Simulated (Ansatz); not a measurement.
# Li2HgF4 (built on the sites of a database entry of Cs2HgF4): following an unstable mode, part 2 of 3

Which phase does Li2HgF4 (built on the sites of a database entry of Cs2HgF4) fall into along its unstable mode, and how much energy does it gain?

Ansatz 0.2.0; DFT PBEsol, scalar-relativistic, plane waves, PAW.

So far. Step 4 (The mode frozen in, largest atomic shift 0.6 Å): The run ends at a pressure of -0.89 GPa, with forces up to 0.78 eV/Å. Step 5 (Energy along the mode, all amplitudes (two of the runs …): The lowest of the steps tried is the last one, at 0.6 Å, 89.4 meV/atom below the parent; the bottom of the well need not coincide with a step.

The structure was built from a prototype and need not be the compound's stable phase.

## (6) Relaxation from the frozen mode

Starting from the lowest point found, all atoms and the cell are let go, so that strain and other modes of the same symmetry can join in.

The input, input.yaml:

```yaml
crystal:
  lattice:
    - [-2.2698744399, 2.2698744399, 5.4223198673]
    - [2.2698744399, -2.2698744399, 5.4223198673]
    - [2.2698744399, 2.2698744399, -5.4223198673]
  atoms:
    - { symbol: Li, position: [0.3590037198, 0.226837819, -0.1321659008] }
    - { symbol: Li, position: [0.6409962802, 0.5088303795, -0.1321659008] }
    - { symbol: Hg, position: [0.0, -0.0029592035, -0.0029592035] }
    - { symbol: F, position: [0.2024518664, 0.2186520358, 0.0162001694] }
    - { symbol: F, position: [0.7975481336, 0.813748303, 0.0162001694] }
    - { symbol: F, position: [0.0, 0.5011835203, 0.5011835203] }
    - { symbol: F, position: [0.5, 0.0942192638, 0.5942192638] }
kpoints:
  mp_grid: { grid: [8, 8, 8] }
hamiltonian:
  xc: pbesol
scf:
  occupations: { method: fixed }
output:
  forces: true
  stress: true
  eigenvalues: true
relax:
  adjacent_minimum: "off"
  f_tol: 0.002
  max_steps: 120
  cell: { stress_tol: 0.03 }
```

Command:

```bash
ansatz run input.yaml --threads 8 --pin off --max-ram 14336MiB --backend cpu --events-out ev --progress --plain --runs-dir out
```

Numbers of over 12 decimals in the logs are rounded to 6 here.

Output:

```text
[...]
Crystal: 7 atoms, lattice volume = 111.750 Å³
Basis set: ecut = 420 eV, 2195 PW (Γ), exchange–correlation on 90×90×90 points (8 copies of the dense FFT grid, shifted against one another)
Bands: 34, of which v1, the nominal top of the filled ones, is band 27 counted from 1 (26 counted from 0)
Symmetry: 4 space group operations
[...]
k-points: 95 of 512 (time reversal used)
[...]
SCF iter   1: F=—  HF=-17278.920466 eV  |F-HF|=—  |Δ(HF+E_count)|=         —  Δρ=1.20e-2  dr2=9.91e-2  ethr=1.77e-3  ⟨swp⟩=5.0  Hψ=11289  notcnv=0  defer=474
[...]
SCF iter   9: F=-17278.893676 eV  HF=-17278.893676 eV  |F-HF|=1.19e-8  |Δ(HF+E_count)|=   2.05e-8  Δρ=2.69e-6  dr2=7.70e-9  ethr=1.85e-10  ⟨swp⟩=3.4  Hψ=12783  notcnv=0
SCF 1 converged in 9 iterations: F = -17278.893676 eV  dr2 = 7.70e-9
[...]
relax step   1: F+E_penalty+E_count = -17278.89367578 eV  Δ(F+E_penalty+E_count) = +0.000e0 eV  max|allowed force component| = 7.839e-1 eV/Å  Δτ_max = 0.0000 Å  P = -0.888 GPa  Ω = 111.750 Å³  (9 SCF iters, dr2 threshold 1.00e-7 eV, accepted)
Crystal: 7 atoms, lattice volume = 112.194 Å³
[...]
iter 1 solved again at ethr=5.24e-4 eV; its pass at ethr=3.10e-3 eV (dr2=2.83e-1 eV) is discarded
[...]
SCF iter   8: F=-17279.046489 eV  HF=-17279.046489 eV  |F-HF|=6.39e-8  |Δ(HF+E_count)|=   1.05e-6  Δρ=2.10e-5  dr2=3.63e-7  ethr=1.30e-9  ⟨swp⟩=9.8  Hψ=15046  notcnv=0
SCF 2 converged in 8 iterations: F = -17279.046489 eV  dr2 = 3.63e-7
relax step   2: F+E_penalty+E_count = -17279.04648852 eV  Δ(F+E_penalty+E_count) = -1.528e-1 eV  max|allowed force component| = 5.083e-1 eV/Å  Δτ_max = 0.1153 Å  P = -1.247 GPa  Ω = 112.194 Å³  energy of the carried Pulay correction = -1.323e-3 eV  (8 SCF iters, dr2 threshold 7.00e-7 eV, accepted)
Crystal: 7 atoms, lattice volume = 109.236 Å³
Basis set: ecut = 420 eV, 2145 PW (Γ), exchange–correlation on 90×90×90 points (8 copies of the dense FFT grid, shifted against one another)
[...]
SCF iter   8: F=-17279.242051 eV  HF=-17279.242050 eV  |F-HF|=6.01e-7  |Δ(HF+E_count)|=   3.28e-9  Δρ=2.24e-5  dr2=5.48e-7  ethr=1.30e-9  ⟨swp⟩=8.8  Hψ=17121  notcnv=0
SCF 3 converged in 8 iterations: F = -17279.242051 eV  dr2 = 5.48e-7
relax step   3: F+E_penalty+E_count = -17279.24205080 eV  Δ(F+E_penalty+E_count) = -1.956e-1 eV  max|allowed force component| = 4.283e-1 eV/Å  Δτ_max = 0.1537 Å  P = -1.130 GPa  Ω = 109.236 Å³  energy of the carried Pulay correction = +7.590e-3 eV  (8 SCF iters, dr2 threshold 7.00e-7 eV, accepted)
[... from here on, the SCF cycles and remarks between the steps are left out ...]
relax step   4: F+E_penalty+E_count = -17279.37251593 eV  Δ(F+E_penalty+E_count) = -1.305e-1 eV  max|allowed force component| = 3.515e-1 eV/Å  Δτ_max = 0.1945 Å  P = -0.121 GPa  Ω = 103.022 Å³  energy of the carried Pulay correction = +2.711e-2 eV  (9 SCF iters, dr2 threshold 7.00e-7 eV, accepted)
relax step   5: F+E_penalty+E_count = -17279.45572078 eV  Δ(F+E_penalty+E_count) = -8.320e-2 eV  max|allowed force component| = 3.024e-1 eV/Å  Δτ_max = 0.1411 Å  P = +0.567 GPa  Ω = 97.482 Å³  energy of the carried Pulay correction = +4.549e-2 eV  (9 SCF iters, dr2 threshold 7.00e-7 eV, accepted)
relax step   6: F+E_penalty+E_count = -17279.49433735 eV  Δ(F+E_penalty+E_count) = -3.862e-2 eV  max|allowed force component| = 1.267e-1 eV/Å  Δτ_max = 0.0659 Å  P = -0.602 GPa  Ω = 95.276 Å³  energy of the carried Pulay correction = +5.308e-2 eV  (8 SCF iters, dr2 threshold 7.00e-7 eV, accepted)
relax step   7: F+E_penalty+E_count = -17279.47672130 eV  Δ(F+E_penalty+E_count) = +1.762e-2 eV  max|allowed force component| = 3.504e-1 eV/Å  Δτ_max = 0.0643 Å  P = +1.015 GPa  Ω = 93.962 Å³  energy of the carried Pulay correction = +5.768e-2 eV  (7 SCF iters, dr2 threshold 7.00e-7 eV, rejected (line search))
relax step   8: F+E_penalty+E_count = -17279.50754138 eV  Δ(F+E_penalty+E_count) = -1.320e-2 eV  max|allowed force component| = 3.990e-2 eV/Å  Δτ_max = 0.0143 Å  P = +0.015 GPa  Ω = 94.647 Å³  energy of the carried Pulay correction = +5.528e-2 eV  (13 SCF iters, accepted)
relax step   9: F+E_penalty+E_count = -17279.51228572 eV  Δ(F+E_penalty+E_count) = -4.744e-3 eV  max|allowed force component| = 9.729e-2 eV/Å  Δτ_max = 0.0246 Å  P = -0.138 GPa  Ω = 95.029 Å³  energy of the carried Pulay correction = +5.394e-2 eV  (6 SCF iters, dr2 threshold 7.00e-7 eV, accepted)
relax step  10: F+E_penalty+E_count = -17279.54133678 eV  Δ(F+E_penalty+E_count) = -2.905e-2 eV  max|allowed force component| = 2.131e-1 eV/Å  Δτ_max = 0.0750 Å  P = -0.021 GPa  Ω = 94.268 Å³  energy of the carried Pulay correction = +5.661e-2 eV  (8 SCF iters, dr2 threshold 5.92e-7 eV, accepted)
relax step  11: F+E_penalty+E_count = -17279.58643833 eV  Δ(F+E_penalty+E_count) = -4.510e-2 eV  max|allowed force component| = 1.297e-1 eV/Å  Δτ_max = 0.1136 Å  P = -0.456 GPa  Ω = 92.677 Å³  energy of the carried Pulay correction = +6.224e-2 eV  (8 SCF iters, dr2 threshold 7.00e-7 eV, accepted)
relax step  12: F+E_penalty+E_count = -17279.60659025 eV  Δ(F+E_penalty+E_count) = -2.015e-2 eV  max|allowed force component| = 6.821e-1 eV/Å  Δτ_max = 0.0811 Å  P = -0.373 GPa  Ω = 89.062 Å³  energy of the carried Pulay correction = +7.538e-2 eV  (8 SCF iters, dr2 threshold 7.00e-7 eV, accepted)
relax step  13: F+E_penalty+E_count = -17279.60413095 eV  Δ(F+E_penalty+E_count) = +2.459e-3 eV  max|allowed force component| = 3.559e-1 eV/Å  Δτ_max = 0.0762 Å  P = +0.322 GPa  Ω = 89.513 Å³  energy of the carried Pulay correction = +7.371e-2 eV  (8 SCF iters, dr2 threshold 7.00e-7 eV, rejected (line search))
relax step  14: F+E_penalty+E_count = -17279.61432233 eV  Δ(F+E_penalty+E_count) = -7.732e-3 eV  max|allowed force component| = 6.655e-1 eV/Å  Δτ_max = 0.0761 Å  P = -0.770 GPa  Ω = 87.576 Å³  energy of the carried Pulay correction = +8.091e-2 eV  (12 SCF iters, accepted)
relax step  15: F+E_penalty+E_count = -17279.62827219 eV  Δ(F+E_penalty+E_count) = -1.395e-2 eV  max|allowed force component| = 9.794e-2 eV/Å  Δτ_max = 0.0187 Å  P = -0.411 GPa  Ω = 88.819 Å³  energy of the carried Pulay correction = +7.627e-2 eV  (7 SCF iters, dr2 threshold 7.00e-7 eV, accepted)
relax step  16: F+E_penalty+E_count = -17279.62590057 eV  Δ(F+E_penalty+E_count) = +2.372e-3 eV  max|allowed force component| = 1.545e-1 eV/Å  Δτ_max = 0.0422 Å  P = +0.727 GPa  Ω = 88.429 Å³  energy of the carried Pulay correction = +7.772e-2 eV  (7 SCF iters, dr2 threshold 7.00e-7 eV, rejected (line search))
[...]
relax step  20: F+E_penalty+E_count = -17279.63375186 eV  Δ(F+E_penalty+E_count) = -3.247e-4 eV  max|allowed force component| = 3.605e-3 eV/Å  Δτ_max = 0.0020 Å  P = +0.001 GPa  Ω = 88.160 Å³  energy of the carried Pulay correction = +7.873e-2 eV  (8 SCF iters, dr2 threshold 4.12e-9 eV, accepted)
relax step  21: F+E_penalty+E_count = -17279.63368575 eV  Δ(F+E_penalty+E_count) = +6.611e-5 eV  max|allowed force component| = 4.070e-4 eV/Å  Δτ_max = 0.0006 Å  P = +0.000 GPa  Ω = 88.178 Å³  energy of the carried Pulay correction = +7.866e-2 eV  (6 SCF iters, dr2 threshold 8.12e-10 eV, accepted)
relax step  22: F+E_penalty+E_count = -17279.68199766 eV  Δ(F+E_penalty+E_count) = -4.831e-2 eV  max|allowed force component| = 1.296e-2 eV/Å  Δτ_max = 0.0000 Å  P = +0.588 GPa  Ω = 88.178 Å³  stress off target by 2.51e0 GPa  SCF on the basis re-selected at this cell (its energy is not comparable with the rows above)  (9 SCF iters)
relax step  23: F+E_penalty+E_count = -17279.72828727 eV  Δ(F+E_penalty+E_count) = -4.629e-2 eV  max|allowed force component| = 3.750e-2 eV/Å  Δτ_max = 0.0556 Å  P = +0.779 GPa  Ω = 85.288 Å³  energy of the carried Pulay correction = +1.160e-2 eV  (8 SCF iters, dr2 threshold 7.00e-7 eV, accepted)
relax step  24: F+E_penalty+E_count = -17279.72651560 eV  Δ(F+E_penalty+E_count) = +1.772e-3 eV  max|allowed force component| = 3.829e-2 eV/Å  Δτ_max = 0.0178 Å  P = -0.267 GPa  Ω = 86.875 Å³  energy of the carried Pulay correction = +5.520e-3 eV  (8 SCF iters, dr2 threshold 7.00e-7 eV, accepted)
relax step  25: F+E_penalty+E_count = -17279.72738176 eV  Δ(F+E_penalty+E_count) = -8.662e-4 eV  max|allowed force component| = 1.690e-2 eV/Å  Δτ_max = 0.0051 Å  P = +0.019 GPa  Ω = 86.740 Å³  energy of the carried Pulay correction = +6.022e-3 eV  (5 SCF iters, dr2 threshold 3.83e-7 eV, accepted)
relax step  26: F+E_penalty+E_count = -17279.72753682 eV  Δ(F+E_penalty+E_count) = -1.551e-4 eV  max|allowed force component| = 1.753e-3 eV/Å  Δτ_max = 0.0015 Å  P = +0.002 GPa  Ω = 86.705 Å³  energy of the carried Pulay correction = +6.158e-3 eV  (6 SCF iters, dr2 threshold 1.78e-8 eV, accepted)
relax step  27: F+E_penalty+E_count = -17279.73131194 eV  Δ(F+E_penalty+E_count) = -3.775e-3 eV  max|allowed force component| = 1.601e-3 eV/Å  Δτ_max = 0.0000 Å  P = +0.044 GPa  Ω = 86.705 Å³  stress off target by 5.21e-1 GPa  SCF on the basis re-selected at this cell (its energy is not comparable with the rows above)  (8 SCF iters)
relax step  28: F+E_penalty+E_count = -17279.73657390 eV  Δ(F+E_penalty+E_count) = -5.262e-3 eV  max|allowed force component| = 3.037e-2 eV/Å  Δτ_max = 0.0128 Å  P = +0.143 GPa  Ω = 85.897 Å³  energy of the carried Pulay correction = +3.340e-3 eV  (6 SCF iters, dr2 threshold 6.80e-7 eV, accepted)
relax step  29: F+E_penalty+E_count = -17279.73572513 eV  Δ(F+E_penalty+E_count) = +8.488e-4 eV  max|allowed force component| = 4.266e-3 eV/Å  Δτ_max = 0.0029 Å  P = +0.003 GPa  Ω = 86.173 Å³  energy of the carried Pulay correction = +2.233e-3 eV  (6 SCF iters, dr2 threshold 6.46e-8 eV, accepted)
relax step  30: F+E_penalty+E_count = -17279.73549903 eV  Δ(F+E_penalty+E_count) = +2.261e-4 eV  max|allowed force component| = 1.342e-3 eV/Å  Δτ_max = 0.0014 Å  P = +0.000 GPa  Ω = 86.232 Å³  energy of the carried Pulay correction = +1.998e-3 eV  (8 SCF iters, dr2 threshold 1.14e-9 eV, accepted)
relax step  31: F+E_penalty+E_count = -17279.73404598 eV  Δ(F+E_penalty+E_count) = +1.453e-3 eV  max|allowed force component| = 9.408e-4 eV/Å  Δτ_max = 0.0000 Å  P = -0.035 GPa  Ω = 86.232 Å³  stress off target by 1.14e-1 GPa  SCF on the basis re-selected at this cell (its energy is not comparable with the rows above)  (7 SCF iters)
relax step  32: F+E_penalty+E_count = -17279.73511743 eV  Δ(F+E_penalty+E_count) = -1.071e-3 eV  max|allowed force component| = 3.666e-3 eV/Å  Δτ_max = 0.0038 Å  P = +0.004 GPa  Ω = 85.998 Å³  energy of the carried Pulay correction = +9.425e-4 eV  (6 SCF iters, dr2 threshold 3.26e-8 eV, accepted)
relax step  33: F+E_penalty+E_count = -17279.73506047 eV  Δ(F+E_penalty+E_count) = +5.696e-5 eV  max|allowed force component| = 8.401e-4 eV/Å  Δτ_max = 0.0007 Å  P = -0.001 GPa  Ω = 86.014 Å³  energy of the carried Pulay correction = +8.813e-4 eV  (6 SCF iters, dr2 threshold 8.40e-10 eV, accepted)
relax step  34: F+E_penalty+E_count = -17279.73420438 eV  Δ(F+E_penalty+E_count) = +8.561e-4 eV  max|allowed force component| = 7.479e-4 eV/Å  Δτ_max = 0.0000 Å  P = -0.012 GPa  Ω = 86.014 Å³  stress off target by 3.12e-2 GPa  SCF on the basis re-selected at this cell (its energy is not comparable with the rows above)  (6 SCF iters)
relax step  35: F+E_penalty+E_count = -17279.73444365 eV  Δ(F+E_penalty+E_count) = -2.393e-4 eV  max|allowed force component| = 5.877e-4 eV/Å  Δτ_max = 0.0008 Å  P = -0.002 GPa  Ω = 85.957 Å³  energy of the carried Pulay correction = +2.301e-4 eV  (6 SCF iters, dr2 threshold 2.44e-9 eV, accepted)
[...]
SCF iter   6: F=-17279.734154 eV  HF=-17279.734154 eV  |F-HF|=3.64e-12  |Δ(HF+E_count)|=  3.64e-12  Δρ=8.35e-8  dr2=6.49e-12  ethr=1.00e-12  ⟨swp⟩=11.1  Hψ=17575  notcnv=0
SCF 36 converged in 6 iterations: F = -17279.734154 eV  dr2 = 6.49e-12
relax step  36: F+E_penalty+E_count = -17279.73415386 eV  Δ(F+E_penalty+E_count) = +2.898e-4 eV  max|allowed force component| = 5.577e-4 eV/Å  Δτ_max = 0.0000 Å  P = -0.003 GPa  Ω = 85.957 Å³  stress off target by 9.09e-3 GPa  SCF on the basis re-selected at this cell (its energy is not comparable with the rows above)  (6 SCF iters)
[...]
SCF converged after 6 iterations
Free energy (F): -17279.734154 eV
[...]
Internal energy: -17279.734154 eV  (E = F + TS)
E sigma→0 (E₀):  -17279.734154 eV
Fermi energy:    2.990836 eV
[...]
--- Forces (eV/Å), atoms counted from 1 ---
  atom   1  Li     0.00025300     0.00000000     0.00013534
  atom   2  Li     0.00025300     0.00000000    -0.00013534
  atom   3  Hg    -0.00055797     0.00000000     0.00000000
  atom   4  F     -0.00013709     0.00000000     0.00020948
  atom   5  F     -0.00013709     0.00000000    -0.00020948
  atom   6  F      0.00013189     0.00000000     0.00000000
  atom   7  F      0.00019261     0.00000000     0.00000000
  max |Σ_I F_I| component: 1.66e-6 eV/Å
--- Stress (GPa, compression-positive) ---
        0.003407       0.000000       0.000000
        0.000000      -0.009087       0.000000
        0.000000       0.000000      -0.004629
  P = ⅓ Tr σ = -0.0034 GPa (-0.034 kbar)
--- Band table (eV; the first three rows and the last of 95) ---
  k-point 0: bands = [... 23 lower, 2.2839, 2.4334, 2.6703, 2.9908, 5.1550, 11.9010, 12.9638, 14.0873, ... 3 higher]
  k-point 1: bands = [... 23 lower, 2.2428, 2.4520, 2.6377, 2.7926, 5.6250, 11.9338, 12.9647, 14.1160, ... 3 higher]
  k-point 2: bands = [... 23 lower, 2.0991, 2.4801, 2.5399, 2.6477, 6.5488, 12.0682, 12.7049, 13.5721, ... 3 higher]
  k-point 94: bands = [... 23 lower, 2.1984, 2.2570, 2.4249, 2.9686, 6.2976, 9.3846, 12.1809, 15.2391, ... 3 higher]
--- Relaxed structure (31 steps of the walk, 28 accepted, 5 SCFs on fresh bases) ---
  F+E_penalty+E_count = -17279.73415386 eV   max|allowed force component| = 5.577e-4 eV/Å   (the final SCF, on the basis selected at the relaxed cell)
  cell:  # Å, volume = 85.9572 Å³
    - [-2.702945, 1.677142, 4.740401]
    - [2.702945, -1.677142, 4.740401]
    - [2.702945, 1.677142, -4.740401]
  atoms:
    - { symbol: Li, position: [0.327104, 0.138031, -0.189073] }
    - { symbol: Li, position: [0.672896, 0.483823, -0.189073] }
    - { symbol: Hg, position: [-1.2215705756913543e-19, -0.123616, -0.123616] }
    - { symbol: F, position: [0.224739, 0.332403, 0.107664] }
    - { symbol: F, position: [0.775261, 0.882925, 0.107664] }
    - { symbol: F, position: [-8.082853191733933e-18, 0.501707, 0.501707] }
    - { symbol: F, position: [0.5, 0.145239, 0.645239] }
```

The job ended after 3 min (8 threads of Arm Neoverse V1, shared host; peak memory 0.78 GiB).

Relaxation path (22 of 36):

| step | energy less that of the first step (eV) | largest force component (eV/Å) | pressure (GPa) | volume (Å³) |
| --- | --- | --- | --- | --- |
| 1 | 0.0000 | 0.7839 | -0.89 | 111.75 |
| 3 | -0.3484 | 0.4283 | -1.13 | 109.24 |
| 4 | -0.4788 | 0.3515 | -0.12 | 103.02 |
| 6 | -0.6007 | 0.1267 | -0.60 | 95.28 |
| 8 | -0.6139 | 0.0399 | 0.02 | 94.65 |
| 9 | -0.6186 | 0.0973 | -0.14 | 95.03 |
| 11 | -0.6928 | 0.1297 | -0.46 | 92.68 |
| 13 | -0.7105 | 0.3559 | 0.32 | 89.51 |
| 14 | -0.7206 | 0.6655 | -0.77 | 87.58 |
| 16 | -0.7322 | 0.1545 | 0.73 | 88.43 |
| 18 | -0.7395 | 0.0117 | -0.02 | 88.31 |
| 19 | -0.7398 | 0.0081 | 0.00 | 88.24 |
| 21 | -0.7400 | 0.0004 | 0.00 | 88.18 |
| 23 | -0.8346 | 0.0375 | 0.78 | 85.29 |
| 24 | -0.8328 | 0.0383 | -0.27 | 86.88 |
| 26 | -0.8339 | 0.0018 | 0.00 | 86.70 |
| 28 | -0.8429 | 0.0304 | 0.14 | 85.90 |
| 29 | -0.8420 | 0.0043 | 0.00 | 86.17 |
| 31* | -0.8404 | 0.0009 | -0.03 | 86.23 |
| 33 | -0.8414 | 0.0008 | 0.00 | 86.01 |
| 34* | -0.8405 | 0.0007 | -0.01 | 86.01 |
| 36* | -0.8405 | 0.0006 | 0.00 | 85.96 |

Relaxation steps marked * repeat the geometry before them on a plane-wave basis chosen anew for their cell, so energy and pressure can jump there. Other such steps can lie between the rows shown. Relaxation steps 7, 13, 16 were tried and not accepted.

The run keeps the 4 symmetry operations that it works with, so distortions that break them were not tested.

| cell as run | before | after | change |
| --- | --- | --- | --- |
| a (Å) | 6.301 | 5.709 | -9.4 % |
| b (Å) | 6.301 | 5.709 | -9.4 % |
| c (Å) | 6.301 | 5.709 | -9.4 % |
| α (°) | 137.77 | 123.48 | -10.4 % |
| β (°) | 137.77 | 145.83 | +5.8 % |
| γ (°) | 61.25 | 67.73 | +10.6 % |
| volume (Å³/atom) | 15.96 | 12.28 | -23.1 % |

The atoms that moved most (Å, as changes of fractional coordinates times the final cell):

| atom | dx | dy | dz | length |
| --- | --- | --- | --- | --- |
| Hg3 | -0.652 | 0.000 | 0.000 | 0.652 |
| F4 | 0.494 | 0.000 | 0.211 | 0.538 |
| F5 | 0.494 | 0.000 | -0.211 | 0.538 |
| Li1 | -0.308 | 0.000 | -0.302 | 0.431 |
| Li2 | -0.308 | 0.000 | 0.302 | 0.431 |
| F7 | 0.276 | 0.000 | 0.000 | 0.276 |

Final coordinates:

```cif
data_structure
_symmetry_space_group_name_H-M 'P 1'
_symmetry_Int_Tables_number 1
_cell_length_a 5.7088
_cell_length_b 5.7088
_cell_length_c 5.7088
_cell_angle_alpha 123.480
_cell_angle_beta 145.831
_cell_angle_gamma 67.726
_cell_volume 85.96
loop_
_atom_site_label
_atom_site_type_symbol
_atom_site_fract_x
_atom_site_fract_y
_atom_site_fract_z
_atom_site_occupancy
Li1 Li 0.32710 0.13803 0.81093 1
Li2 Li 0.67290 0.48382 0.81093 1
Hg3 Hg 0.00000 0.87638 0.87638 1
F4 F 0.22474 0.33240 0.10766 1
F5 F 0.77526 0.88292 0.10766 1
F6 F 0.00000 0.50171 0.50171 1
F7 F 0.50000 0.14524 0.64524 1
```

This step gave:

```
pressure          : -0.003436 GPa
gap on the k-mesh : 2.164 eV
volume per atom   : 12.28 Å³
```

The distorted start has space group Imm2; the relaxation ends in Imm2.

## (7) The new phase in its own primitive cell

The relaxed structure is symmetrised, reduced to its primitive cell and relaxed tightly, as its phonons need.

The input, input.yaml:

```yaml
crystal:
  lattice:
    - [-1.6771423278, 4.7404012709, 2.7029450247]
    - [1.6771423278, -4.7404012709, 2.7029450247]
    - [1.6771423278, 4.7404012709, -2.7029450247]
  atoms:
    - { symbol: Li, position: [0.5161771983, 0.1890728832, 0.3271043151] }
    - { symbol: Li, position: [0.861968568, 0.1890728832, 0.6728956849] }
    - { symbol: Hg, position: [0.1236162566, 0.1236162566, 0.0] }
    - { symbol: F, position: [0.1170754836, 0.8923360992, 0.2247393844] }
    - { symbol: F, position: [0.6675967147, 0.8923360992, 0.7752606156] }
    - { symbol: F, position: [0.4982929917, 0.4982929917, 0.0] }
    - { symbol: F, position: [0.8547606692, 0.3547606692, 0.5] }
kpoints:
  mp_grid: { grid: [8, 8, 8] }
hamiltonian:
  xc: pbesol
scf:
  occupations: { method: fixed }
output:
  forces: true
  stress: true
  eigenvalues: true
relax:
  adjacent_minimum: "off"
  f_tol: 0.001
  max_steps: 60
  cell: { stress_tol: 0.01 }
```

Output:

```text
[...]
Crystal: 7 atoms, lattice volume = 85.957 Å³
Basis set: ecut = 420 eV, 1691 PW (Γ), exchange–correlation on 80×80×80 points (8 copies of the dense FFT grid, shifted against one another)
Bands: 34, of which v1, the nominal top of the filled ones, is band 27 counted from 1 (26 counted from 0)
Symmetry: 4 space group operations
[...]
k-points: 95 of 512 (time reversal used)
[...]
atoms:
    - { symbol: Li, position: [0.516177, 0.189072883175, 0.327104315125] }
    - { symbol: Li, position: [0.861969, 0.189073, 0.672896] }
    - { symbol: Hg, position: [0.123616, 0.1236162566, 3.435558851335052e-18] }
    - { symbol: F, position: [0.117075, 0.892336, 0.224739] }
    - { symbol: F, position: [0.667597, 0.892336, 0.775261] }
    - { symbol: F, position: [0.498293, 0.498293, 0.0] }
    - { symbol: F, position: [0.8547606692, 0.354761, 0.500000] }
[key lines of the parts left out:]
SCF converged after 8 iterations
Free energy (F): -17279.734154 eV
Fermi energy:    2.990835 eV
P = ⅓ Tr σ = -0.0034 GPa (-0.034 kbar)
```

Run time: 9.4 s. Hardware: 8 threads; peak memory 0.61 GiB.

Little changed from the start: no atom moved by 0.005 Å and no cell edge by 0.1 %.

Numbers from this step:

```
pressure           : -0.003440 GPa
direct gap on mesh : 2.164 eV
```

The largest force component left is 0.56 meV/Å and the pressure is -0.003 GPa, within the tolerances set. The cell now holds 12.28 Å³/atom.

(Part 2 of 3 ends here.)

[Logs are printed without paths, hosts, clocks, repeated set-up lines and the standing remarks that a program may print on its own settings, such as how far it seeks lower states.]

[Hosts, paths, dates, database ids (printed as entryN), source tags and the programs' standing remarks are cut or masked in the printed files.]
